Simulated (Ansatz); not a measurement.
# Cu(111) with 4 thermally displaced layers, 2x2: scattering by thermal displacements

Wanted: the phonon-limited resistivity of Cu at 800 K by the Landauer route.

Calculated with Ansatz 0.2.0; Ansatz plane-wave DFT, PBE, PAW files; ballistic transport by layer matching (Landauer), zero bias; PAW set soft_1.

### 1. Set-up

The cell holds 40 atoms: 40 Cu. Cell: a = 5.112 Å, b = 5.112 Å, c = 20.923 Å, α = 93.5°, β = 86.5°, γ = 120.0°. It derives from Cu. Regions: lead, 24 atoms (24 Cu); scattering region, 16 atoms (16 Cu). The structure is stacked along c, and the current runs across the ab planes.

### 2. With 4 displaced layers

Each atom of 4 layers is moved at random, by amounts drawn from a normal law 0.1251 Å wide in each direction from the Debye model (343 K) at 800 K. The layers about the cell's end stay perfect and serve as the lead. Disorder leaves little or no symmetry, which makes such runs dear. Energies from -0.05 to 0.05 eV in steps of 0.05 eV are too few for the program's thermal sum, so it prints no conductance; for a metal the transmission near the Fermi level serves, at a fraction of the cost.

input.yaml

```yaml
crystal:
  lattice:
    - [5.1123254594, 0.0, 0.0]
    - [-2.5561627297, 4.4274037203, 0.0]
    - [1.2780813649, -0.73790062, 20.8709812911]
  atoms:
    - { symbol: Cu, position: [0.9916666667, 0.0083333333, 0.05] }
    - { symbol: Cu, position: [0.9916666667, 0.5083333333, 0.05] }
    - { symbol: Cu, position: [0.4916666667, 0.0083333333, 0.05] }
    - { symbol: Cu, position: [0.4916666667, 0.5083333333, 0.05] }
    - { symbol: Cu, position: [0.1416666667, 0.3583333333, 0.15] }
    - { symbol: Cu, position: [0.1416666667, 0.8583333333, 0.15] }
    - { symbol: Cu, position: [0.6416666667, 0.3583333333, 0.15] }
    - { symbol: Cu, position: [0.6416666667, 0.8583333333, 0.15] }
    - { symbol: Cu, position: [0.2916666667, 0.2083333333, 0.25] }
    - { symbol: Cu, position: [0.2916666667, 0.7083333333, 0.25] }
    - { symbol: Cu, position: [0.7916666667, 0.2083333333, 0.25] }
    - { symbol: Cu, position: [0.7916666667, 0.7083333333, 0.25] }
    - { symbol: Cu, position: [0.960491299, 0.0979797625, 0.3573413344] }
    - { symbol: Cu, position: [0.9254956078, 0.5493866197, 0.3468387057] }
    - { symbol: Cu, position: [0.4540704851, 0.0574952753, 0.3544770496] }
    - { symbol: Cu, position: [0.4186892968, 0.6025035229, 0.3494219576] }
    - { symbol: Cu, position: [0.1067658452, 0.4040955917, 0.4477275729] }
    - { symbol: Cu, position: [0.1148513329, 0.9314295703, 0.448785977] }
    - { symbol: Cu, position: [0.5984852741, 0.4268398521, 0.444782925] }
    - { symbol: Cu, position: [0.5608577941, 0.9188245496, 0.4459804334] }
    - { symbol: Cu, position: [0.1836385285, 0.2348631747, 0.5471970842] }
    - { symbol: Cu, position: [0.1913439584, 0.7161968496, 0.5502196178] }
    - { symbol: Cu, position: [0.7610728229, 0.2510027482, 0.5455426691] }
    - { symbol: Cu, position: [0.7615213971, 0.7783007974, 0.5482016492] }
    - { symbol: Cu, position: [0.9199367665, 0.1375954798, 0.6487594429] }
    - { symbol: Cu, position: [0.8764231813, 0.618404331, 0.6514838612] }
    - { symbol: Cu, position: [0.4010679161, 0.0713734906, 0.6460340996] }
    - { symbol: Cu, position: [0.3465297347, 0.5594609688, 0.6507578855] }
    - { symbol: Cu, position: [0.0416666667, 0.4583333333, 0.75] }
    - { symbol: Cu, position: [0.0416666667, 0.9583333333, 0.75] }
    - { symbol: Cu, position: [0.5416666667, 0.4583333333, 0.75] }
    - { symbol: Cu, position: [0.5416666667, 0.9583333333, 0.75] }
    - { symbol: Cu, position: [0.1916666667, 0.3083333333, 0.85] }
    - { symbol: Cu, position: [0.1916666667, 0.8083333333, 0.85] }
    - { symbol: Cu, position: [0.6916666667, 0.3083333333, 0.85] }
    - { symbol: Cu, position: [0.6916666667, 0.8083333333, 0.85] }
    - { symbol: Cu, position: [0.8416666667, 0.1583333333, 0.95] }
    - { symbol: Cu, position: [0.8416666667, 0.6583333333, 0.95] }
    - { symbol: Cu, position: [0.3416666667, 0.1583333333, 0.95] }
    - { symbol: Cu, position: [0.3416666667, 0.6583333333, 0.95] }
kpoints:
  mp_grid: { grid: [5, 5, 1] }
hamiltonian:
  xc: pbe
  pseudopotentials: { kind: paw, azcp: { folder: soft_1 } }
scf:
  occupations: { method: fermi_dirac, width: 0.1 }
output:
  transmission:
    leads: [[0, 4]]
    kmesh: [10, 10]
    e_range: [-0.05, 0.05]
    de: 0.05
  write_potential: true
  write_density: true
  volumetric_format: npy
```

Command:

```bash
$ ansatz run input.yaml --threads 4 --pin off --max-ram 15360MiB --backend cpu --events-out ev --progress --plain --runs-dir out
```

Numbers of over 12 decimals in the logs are rounded to 6 here.

What it wrote:

```text
Engine: ansatz 0.2.0, aarch64-unknown-linux-gnu
Pseudopotentials: kind: paw
Pseudopotential: Cu, paw, valence charge 19, recommended cutoff 420 eV (normal), soft_1/Cu.paw.azcp
Functional definition: PBE
  parameter kappa = 0.804
  parameter beta = 0.066725
  exchange = pbe_x(kappa = kappa, mu = beta*pi^2/3)
  correlation = pbe_c(beta = beta)
Crystal: 40 atoms, lattice volume = 472.401 Å³
Basis set: ecut = 420 eV, 9295 PW (Γ)
Bands: 456, of which v1, the nominal top of the filled ones, is band 380 counted from 1 (379 counted from 0)
Symmetry: 1 space group operations
Space group: P1 (ITA 1), of the structure as read, at distance tolerance 7.8e-5 Å
k-points: 13 of 25 (time reversal used)
Non-local potential: Cu, projectors of the file, l = 0: 3, l = 1: 2, l = 2: 3, l = 3: 1
PAW form: soft (Blöchl's): semilocal exchange-correlation on the pseudo side does not see the compensation charge
PAW one-centre angular grid: Cu, 590 points (default); XC on 64 Gauss nodes
Initial density: superposition of atomic densities (chi_scale 0.1, normalization cell)
Initial wavefunctions: pseudopotential atomic-orbital guess
Functional: x = pbe(κ = 0.804, μ = 0.219515), c = pbe(β = 0.066725)
SCF iter   1: F=—  HF=-265041.257352 eV  |F-HF|=—  |Δ(HF+E_count)|=         —  Δρ=2.66e-1  dr2=2.00e2  ethr=3.10e-3  ⟨swp⟩=4.8  Hψ=18215  notcnv=0  defer=20
preconditioner: auto → Kerker (q_TF=auto, 2.953 Å⁻¹)  [metal: Δε(μ)=0.021 eV  Ē_g=9.143 eV  σ=0.100 eV  W_gap=0.05  n_scr=218 (ndim 8)  ℏωp=35.8 eV  f_vac=0.000  D(μ)=22.61/eV (n_scr^D=212)]
SCF iter   2: F=—  HF=-265011.261783 eV  |F-HF|=—  |Δ(HF+E_count)|=    3.00e1  Δρ=7.25e-2  dr2=1.95e1  ethr=3.10e-3  ⟨swp⟩=2.0  Hψ=11393  notcnv=0  defer=695
SCF iter   3: F=—  HF=-265005.957090 eV  |F-HF|=—  |Δ(HF+E_count)|=    5.30e0  Δρ=4.43e-2  dr2=7.42e0  ethr=2.57e-3  ⟨swp⟩=2.0  Hψ=7040  notcnv=0  defer=701
SCF iter   4: F=—  HF=-265004.601167 eV  |F-HF|=—  |Δ(HF+E_count)|=    1.36e0  Δρ=8.80e-3  dr2=2.42e-1  ethr=9.76e-4  ⟨swp⟩=2.1  Hψ=8205  notcnv=0  defer=703
SCF iter   5: F=—  HF=-265004.954305 eV  |F-HF|=—  |Δ(HF+E_count)|=   3.53e-1  Δρ=4.95e-3  dr2=1.16e-1  ethr=3.18e-5  ⟨swp⟩=2.1  Hψ=9957  notcnv=0  defer=713
SCF iter   6: F=—  HF=-265004.939193 eV  |F-HF|=—  |Δ(HF+E_count)|=   1.51e-2  Δρ=1.06e-3  dr2=4.73e-3  ethr=1.52e-5  ⟨swp⟩=2.1  Hψ=7791  notcnv=0  defer=713
SCF iter   7: F=—  HF=-265004.946994 eV  |F-HF|=—  |Δ(HF+E_count)|=   7.80e-3  Δρ=2.81e-4  dr2=3.24e-4  ethr=6.22e-7  ⟨swp⟩=2.0  Hψ=10163  notcnv=0  defer=713
SCF iter   8: F=—  HF=-265004.947056 eV  |F-HF|=—  |Δ(HF+E_count)|=   6.14e-5  Δρ=1.44e-4  dr2=8.84e-5  ethr=4.27e-8  ⟨swp⟩=2.1  Hψ=7891  notcnv=0  defer=713
SCF iter   9: F=—  HF=-265004.946990 eV  |F-HF|=—  |Δ(HF+E_count)|=   6.61e-5  Δρ=8.61e-5  dr2=4.43e-5  ethr=1.16e-8  ⟨swp⟩=2.0  Hψ=10133  notcnv=0  defer=713
SCF iter  10: F=—  HF=-265004.946987 eV  |F-HF|=—  |Δ(HF+E_count)|=   3.03e-6  Δρ=3.21e-5  dr2=1.37e-5  ethr=5.83e-9  ⟨swp⟩=2.0  Hψ=10045  notcnv=0  defer=713
SCF iter  11: F=—  HF=-265004.946986 eV  |F-HF|=—  |Δ(HF+E_count)|=   5.12e-7  Δρ=7.14e-6  dr2=1.33e-6  ethr=1.80e-9  ⟨swp⟩=1.5  Hψ=5236  notcnv=0  defer=713
SCF iter  12: F=—  HF=-265004.946986 eV  |F-HF|=—  |Δ(HF+E_count)|=   6.06e-8  Δρ=4.73e-6  dr2=1.16e-7  ethr=1.75e-10  ⟨swp⟩=1.9  Hψ=7866  notcnv=0  defer=713
SCF iter  13: F=-265004.946986 eV  HF=-265004.946986 eV  |F-HF|=6.19e-8  |Δ(HF+E_count)|=   2.70e-8  Δρ=2.03e-6  dr2=5.20e-8  ethr=1.32e-11  ⟨swp⟩=7.1  Hψ=20489  notcnv=0
SCF 1 converged in 13 iterations: F = -265004.946986 eV  dr2 = 5.20e-8
  greatest PAW one-centre occupation: 1.000 electrons in one spin orbital (limit 2), on the Cu atom at site 26 (counted from 0), in its partial waves of l = 0
transmission: 165 of 1612 steps passed
transmission: 324 of 1612 steps passed
[...]
transmission: 1612 of 1612 steps passed
SCF converged after 13 iterations
Free energy (F): -265004.946986 eV
Harris-Foulkes:  -265004.946986 eV  (|F-HF|=6.19e-8)
Internal energy: -265004.445541 eV  (E = F + TS)
E sigma→0 (E₀):  -265004.696263 eV
Entropy (-TS):   -0.501445 eV (-12.536 meV/atom)
Fermi energy:    16.345258 eV
--- Per-component energies (eV) ---
  E_band       = -14704.409452
  E_kinetic    = 10482.179231
  E_local      = -181268.655913  (includes V_loc(G=0)·N_el)
  E_nonlocal   = 35597.055165
  E_hartree    = 76856.043956
  E_xc         = -2763.384230
  E_vxc        = -3568.435897  (∫ρ·V_xc dr)
  E_paw        = -72601.071627  (= ΣΔE_a)
  E_vpaw       = -29658.663564  (= ΣTr[D̂ρ^β])
  E_aug_tail   = 0.040095  (compensation charges beyond the density's cutoff)
  E_ewald      = -131306.652220
  E_smearing   = -0.501445  (= −TS)
  E_closure    = 0.000000  (closes the sum)
  Σ components = -265004.946986   (vs F -265004.946986, Δ=0.00e0)
--- Band table (eV; the first three rows and the last of 13) ---
  k-point 0: bands = [... 376 lower, 16.2756, 16.6484, 16.6689, 16.7115, 16.7678, 17.0035, 17.0541, 17.2372, ... 72 higher]
  k-point 1: bands = [... 376 lower, 15.9735, 16.0695, 16.1504, 16.2840, 16.3995, 16.4402, 16.4883, 16.5740, ... 72 higher]
  k-point 2: bands = [... 376 lower, 16.1311, 16.1475, 16.1844, 16.2359, 16.3044, 16.3893, 16.5650, 16.6549, ... 72 higher]
  k-point 12: bands = [... 376 lower, 15.3460, 15.9854, 16.1010, 16.2815, 16.3522, 16.6317, 16.8471, 17.6052, ... 72 higher]
--- Transmission ---
  basis      : 199 plane waves across, 31 finite elements along
  points     : 52, standing for a mesh of 10 x 10
  energies   : 3 from -0.050000 to 0.050000 eV about the Fermi level, 0.050000 eV apart; the leads are filled to 0.000000 eV, and channels, transmission and decay are at 0.000000 eV
  crystal 0  : Cu4, at the sites [0, 4], period 2.0871 Å, over 12.52 Å; its Hamiltonian steps by up to 3.5 meV
    offset         : up to 0.0000 Å between an atom of the period and one for which it stands
    channels       : 3.210000e0 a spin
    conductance    : none, the energies end too early or step too widely for 300 K: set another output.transmission.e_range or a lower de, or, where they end at an eighth of basis.ecutwfc, a higher one
  junction   : crystal 0 to crystal 0, 0.70 to 19.48 Å
    transmission   : 3.034399e0 a spin
    conductance    : none, the energies end too early or step too widely for 300 K: set another output.transmission.e_range or a lower de, or, where they end at an eighth of basis.ecutwfc, a higher one
```

Elapsed: 8.8 min, on 4 threads of Arm Neoverse V1, shared host; peak memory 4.9 GiB.

This step gave:

* free energy: -265004.9470 eV
* energy at zero smearing: -265004.6963 eV
* Fermi energy: 16.35 eV
* cell area: 22.63 Å²
* transmission per spin nearest the Fermi level: 3.034
* open channels per spin nearest the Fermi level: 3.21
* step of the lead's potential: 3.5 meV

Per spin. Table of transmission, zone mean by energy, zero at the Fermi level:

```csv
energy (eV),"transmission, zone mean"
-0.0500,3.02
0.0000,3.03
0.0500,3.04
```

Per spin. The open channels, zone mean, lead stays at 3.21 for energy from -0.05 to 0.05 eV.

Transmission over k1 and k2. At 0.0000 eV from the Fermi level.

Ten even steps from '0' (2.35) to '9' (3.74):
```
4944474444
4494474444
4448074444
4443110444
8888222888
4444011344
4444470844
4444474494
4444474449
9444474444
```
Columns: k1 (b1) from -0.5 to 0.4; rows upwards: k2 (b2) from -0.5 to 0.4.

Open channels over k1 and k2. At 0.0000 eV from the Fermi level.

Values, 10 rows by 10 columns:
```
3.00 4.00 3.00 3.00 3.00 4.00 3.00 3.00 3.00 3.00
3.00 3.00 4.00 3.00 3.00 4.00 3.00 3.00 3.00 3.00
3.00 3.00 3.00 4.00 3.00 4.00 3.00 3.00 3.00 3.00
3.00 3.00 3.00 3.00 3.00 3.00 3.00 3.00 3.00 3.00
4.00 4.00 4.00 4.00 3.00 3.00 3.00 4.00 4.00 4.00
3.00 3.00 3.00 3.00 3.00 3.00 3.00 3.00 3.00 3.00
3.00 3.00 3.00 3.00 3.00 4.00 3.00 4.00 3.00 3.00
3.00 3.00 3.00 3.00 3.00 4.00 3.00 3.00 4.00 3.00
3.00 3.00 3.00 3.00 3.00 4.00 3.00 3.00 3.00 4.00
4.00 3.00 3.00 3.00 3.00 4.00 3.00 3.00 3.00 3.00
```
Columns: k1 (b1) from -0.5 to 0.4; rows upwards: k2 (b2) from -0.5 to 0.4.

Over the solved energies the transmission per spin lies between 3.02 and 3.04, out of 3.21 channels of the lead on average (up to 3.21).

### 3. With 8 displaced layers

Each atom of 8 layers is moved at random, by amounts drawn from a normal law 0.1251 Å wide in each direction from the Debye model (343 K) at 800 K. A fresh draw is used; the growth of the resistance with length is what counts.

System of this step: Cu(111) with 8 thermally displaced layers, 2x2. The cell holds 56 atoms: 56 Cu. Its edges and angles: a = 5.112 Å, b = 5.112 Å, c = 29.257 Å, α = 87.5°, β = 92.5°, γ = 120.0°. It derives from Cu. Regions: lead, 24 atoms (24 Cu); scattering region, 32 atoms (32 Cu). The structure is stacked along c, and the current runs across the ab planes.

input.yaml

```yaml
crystal:
  lattice:
    - [5.1123254594, 0.0, 0.0]
    - [-2.5561627297, 4.4274037203, 0.0]
    - [-1.2780813649, 0.73790062, 29.2193738075]
  atoms:
    - { symbol: Cu, position: [0.005952381, 0.994047619, 0.0357142857] }
    - { symbol: Cu, position: [0.005952381, 0.494047619, 0.0357142857] }
    - { symbol: Cu, position: [0.505952381, 0.994047619, 0.0357142857] }
    - { symbol: Cu, position: [0.505952381, 0.494047619, 0.0357142857] }
    - { symbol: Cu, position: [0.1845238095, 0.3154761905, 0.1071428571] }
    - { symbol: Cu, position: [0.1845238095, 0.8154761905, 0.1071428571] }
    - { symbol: Cu, position: [0.6845238095, 0.3154761905, 0.1071428571] }
    - { symbol: Cu, position: [0.6845238095, 0.8154761905, 0.1071428571] }
    - { symbol: Cu, position: [0.3630952381, 0.1369047619, 0.1785714286] }
    - { symbol: Cu, position: [0.3630952381, 0.6369047619, 0.1785714286] }
    - { symbol: Cu, position: [0.8630952381, 0.1369047619, 0.1785714286] }
    - { symbol: Cu, position: [0.8630952381, 0.6369047619, 0.1785714286] }
    - { symbol: Cu, position: [0.0451335539, 0.9364682726, 0.2559328369] }
    - { symbol: Cu, position: [0.0709311237, 0.4757746747, 0.2517199637] }
    - { symbol: Cu, position: [0.5466724087, 0.9202569979, 0.2526286235] }
    - { symbol: Cu, position: [0.5316896885, 0.4081346334, 0.2514858567] }
    - { symbol: Cu, position: [0.2248384527, 0.302158989, 0.3195486668] }
    - { symbol: Cu, position: [0.2240104459, 0.7900752886, 0.3176767375] }
    - { symbol: Cu, position: [0.7337551544, 0.2764444838, 0.3235372029] }
    - { symbol: Cu, position: [0.7232463706, 0.8100232151, 0.3240198262] }
    - { symbol: Cu, position: [0.4042806572, 0.1181489471, 0.3982509564] }
    - { symbol: Cu, position: [0.4210400894, 0.5560951567, 0.3966383921] }
    - { symbol: Cu, position: [0.9081459987, 0.0992565807, 0.3885469697] }
    - { symbol: Cu, position: [0.9121528127, 0.5651325179, 0.3952845972] }
    - { symbol: Cu, position: [0.0864226397, 0.877632498, 0.4629904429] }
    - { symbol: Cu, position: [0.0498711645, 0.4284347047, 0.4707697179] }
    - { symbol: Cu, position: [0.6013678906, 0.8727845179, 0.4618239917] }
    - { symbol: Cu, position: [0.6172128474, 0.466947368, 0.4660891851] }
    - { symbol: Cu, position: [0.2418790713, 0.2524556301, 0.5356431283] }
    - { symbol: Cu, position: [0.2408657659, 0.7230170552, 0.5373723912] }
    - { symbol: Cu, position: [0.7620147442, 0.2415783311, 0.5347650986] }
    - { symbol: Cu, position: [0.7185003391, 0.7294486492, 0.5408798645] }
    - { symbol: Cu, position: [0.410471791, 0.0238418811, 0.612856456] }
    - { symbol: Cu, position: [0.4773293415, 0.6250005518, 0.6074105115] }
    - { symbol: Cu, position: [0.9037243869, 0.0236248765, 0.6128110516] }
    - { symbol: Cu, position: [0.9853433501, 0.5427405035, 0.6043722632] }
    - { symbol: Cu, position: [0.1157601697, 0.8636344655, 0.677412996] }
    - { symbol: Cu, position: [0.1080275479, 0.3915477439, 0.683259043] }
    - { symbol: Cu, position: [0.6263186177, 0.913170369, 0.676773617] }
    - { symbol: Cu, position: [0.5898719945, 0.3275188471, 0.6723632782] }
    - { symbol: Cu, position: [0.3032197328, 0.1912434395, 0.7524829848] }
    - { symbol: Cu, position: [0.3242000942, 0.7451180932, 0.7534760853] }
    - { symbol: Cu, position: [0.8144779932, 0.2056760971, 0.7470101968] }
    - { symbol: Cu, position: [0.766062591, 0.6953487538, 0.7451624826] }
    - { symbol: Cu, position: [0.4702380952, 0.0297619048, 0.8214285714] }
    - { symbol: Cu, position: [0.4702380952, 0.5297619048, 0.8214285714] }
    - { symbol: Cu, position: [0.9702380952, 0.0297619048, 0.8214285714] }
    - { symbol: Cu, position: [0.9702380952, 0.5297619048, 0.8214285714] }
    - { symbol: Cu, position: [0.1488095238, 0.8511904762, 0.8928571429] }
    - { symbol: Cu, position: [0.1488095238, 0.3511904762, 0.8928571429] }
    - { symbol: Cu, position: [0.6488095238, 0.8511904762, 0.8928571429] }
    - { symbol: Cu, position: [0.6488095238, 0.3511904762, 0.8928571429] }
    - { symbol: Cu, position: [0.3273809524, 0.1726190476, 0.9642857143] }
    - { symbol: Cu, position: [0.3273809524, 0.6726190476, 0.9642857143] }
    - { symbol: Cu, position: [0.8273809524, 0.1726190476, 0.9642857143] }
    - { symbol: Cu, position: [0.8273809524, 0.6726190476, 0.9642857143] }
kpoints:
  mp_grid: { grid: [5, 5, 1] }
hamiltonian:
  xc: pbe
  pseudopotentials: { kind: paw, azcp: { folder: soft_1 } }
scf:
  occupations: { method: fermi_dirac, width: 0.1 }
output:
  transmission:
    leads: [[0, 4]]
    kmesh: [10, 10]
    e_range: [-0.05, 0.05]
    de: 0.05
  write_potential: true
  write_density: true
  volumetric_format: npy
```

What it wrote:

```text
[...]
Crystal: 56 atoms, lattice volume = 661.361 Å³
Basis set: ecut = 420 eV, 12983 PW (Γ)
Bands: 639, of which v1, the nominal top of the filled ones, is band 532 counted from 1 (531 counted from 0)
Symmetry: 1 space group operations
[...]
k-points: 13 of 25 (time reversal used)
[...]
SCF iter   1: F=—  HF=-371054.907382 eV  |F-HF|=—  |Δ(HF+E_count)|=         —  Δρ=2.64e-1  dr2=2.78e2  ethr=3.10e-3  ⟨swp⟩=4.7  Hψ=24612  notcnv=0  defer=35
[...]
SCF iter  14: F=-371004.495037 eV  HF=-371004.495037 eV  |F-HF|=6.01e-8  |Δ(HF+E_count)|=   2.99e-8  Δρ=1.15e-6  dr2=6.31e-8  ethr=9.40e-12  ⟨swp⟩=7.1  Hψ=29023  notcnv=0
SCF 1 converged in 14 iterations: F = -371004.495037 eV  dr2 = 6.31e-8
[...]
transmission: 242 of 2392 steps passed
transmission: 482 of 2392 steps passed
[...]
transmission: 2392 of 2392 steps passed
SCF converged after 14 iterations
Free energy (F): -371004.495037 eV
[...]
Internal energy: -371003.780530 eV  (E = F + TS)
E sigma→0 (E₀):  -371004.137784 eV
Entropy (-TS):   -0.714507 eV (-12.759 meV/atom)
Fermi energy:    16.346561 eV
[...]
--- Band table (eV; the first three rows and the last of 13) ---
  k-point 0: bands = [... 528 lower, 16.3742, 16.5616, 16.6739, 16.8105, 16.8501, 16.9102, 16.9706, 17.0292, ... 103 higher]
  k-point 1: bands = [... 528 lower, 16.0918, 16.1955, 16.2456, 16.3124, 16.3519, 16.4152, 16.4517, 16.5316, ... 103 higher]
  k-point 2: bands = [... 528 lower, 16.1320, 16.1662, 16.2106, 16.2919, 16.3397, 16.4382, 16.5792, 16.6087, ... 103 higher]
  k-point 12: bands = [... 528 lower, 15.6227, 15.7650, 16.0293, 16.3758, 16.5157, 16.7344, 16.7728, 17.0151, ... 103 higher]
--- Transmission ---
  basis      : 199 plane waves across, 46 finite elements along
  points     : 52, standing for a mesh of 10 x 10
[...]
channels       : 3.210000e0 a spin
[...]
junction   : crystal 0 to crystal 0, 0.70 to 27.83 Å
    transmission   : 2.861406e0 a spin
[...]
```

Run time: 16 min. Hardware: 4 threads; peak memory 8.4 GiB.

Numbers from this step:

- free energy: -371004.4950 eV
- energy at zero smearing: -371004.1378 eV
- transmission per spin nearest the Fermi level: 2.861
- step of the lead's potential: 5.5 meV

Per spin. Table of transmission, zone mean by energy, zero at the Fermi level:

```csv
energy (eV),"transmission, zone mean"
-0.0500,2.84
0.0000,2.86
0.0500,2.87
```

Over the solved energies the transmission per spin lies between 2.84 and 2.87, out of 3.21 channels of the lead on average (up to 3.21).

[end of part 1 of 2]

[Logs are printed without paths, hosts, clocks, repeated set-up lines and the standing remarks that a program may print on its own settings, such as how far it seeks lower states.]

[Hosts, paths, dates, database ids (printed as entryN), source tags and the programs' standing remarks are cut or masked in the printed files.]
